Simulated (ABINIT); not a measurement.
Records of electronic-structure calculations.

Quasiparticle gap of TiNF (Pmmn) in ABINIT. It takes space group Pmmn (No. 59, orthorhombic). Conventional cell: a = 3.062 Å, b = 3.964 Å, c = 7.871 Å, α = 90.00°, β = 90.00°, γ = 90.00°. Nearest to Ti lie 4 N at 2.01 Å and 2 F at 2.04 Å. Nearest to N lie 4 Ti at 2.01 Å. Nearest to F lie 2 Ti at 2.04 Å. Farther neighbours, and contacts between anions beyond the nearest, are not listed. The calculation used RPA screening on LDA, plane waves, norm-conserving pseudopotentials (and 2 further levels or steps) in ABINIT 10.8.3, with cutoff 38 Ha, PseudoDojo scalar-relativistic 0.4.1 standard, norm-conserving, ngkpt (4, 2, 1), nband 87, ecuteps 3.9 Ha, inclvkb 2, shiftk (0, 0, 0), symchi 1, awtr 1, frequency ppm, 4×2×1 k-mesh. The LDA gap is 0.65 eV, direct, the G0W0 gap on the mesh is 1.69 eV and the GW settings are 4×2×1 mesh, 87 bands, screening to 106.1 eV, Godby-Needs plasmon pole. The known limits are short of the basis limit; coarse k mesh. It took 5 runs, 6.3 min in all on 4 MPI ranks of Arm Neoverse V2, shared host. G0W0 moves the gap on the mesh from 0.65 eV to 1.69 eV (+1.04 eV), with Z of 0.75 and 0.75 at the edges. Local fields lower the RPA ε∞ on this mesh from 13.24 to 12.16; a Γ-centred mesh this coarse tends to raise both, most where the direct gap is narrow, while a short band sum lowers them. The program's warnings: nkpt*nsppol () is not a multiple of nproc spkpt (). The cell and positions are those that the Materials Project relaxed with its own functionals (PBE, PBE+U or r2SCAN), kept fixed. The 4×2×1 mesh is coarse for this cell, which bears on the long-range parts of exchange and screening.

[Paths, hosts, dates, memory and timing lines, banners, echoed tables and standing remarks are left out of the program output; an Ansatz launch command may be rebuilt from the run's recorded settings. Measured values are a selection of at most five: reports struck by readers or far from the other reports are left out. None is set beside runs whose start may be inverted or whose files or cutoffs have a known fault.]

[Runs of the session that timed out or met a known fault of the program may be left out.]

[Hosts, paths, dates, database ids (printed as entryN), source tags and the programs' standing remarks are cut or masked in the printed files.]

[G0W0 gaps are taken among the corrected bands and points alone; a level outside them can change the order at an edge.]

[Where Ansatz stands beside ABINIT at settings called matched, ABINIT's density can come from a denser mesh and the files from another edition; pairs whose starting gaps differed by over 0.03 eV were left out, so agreement reads better than it is.]
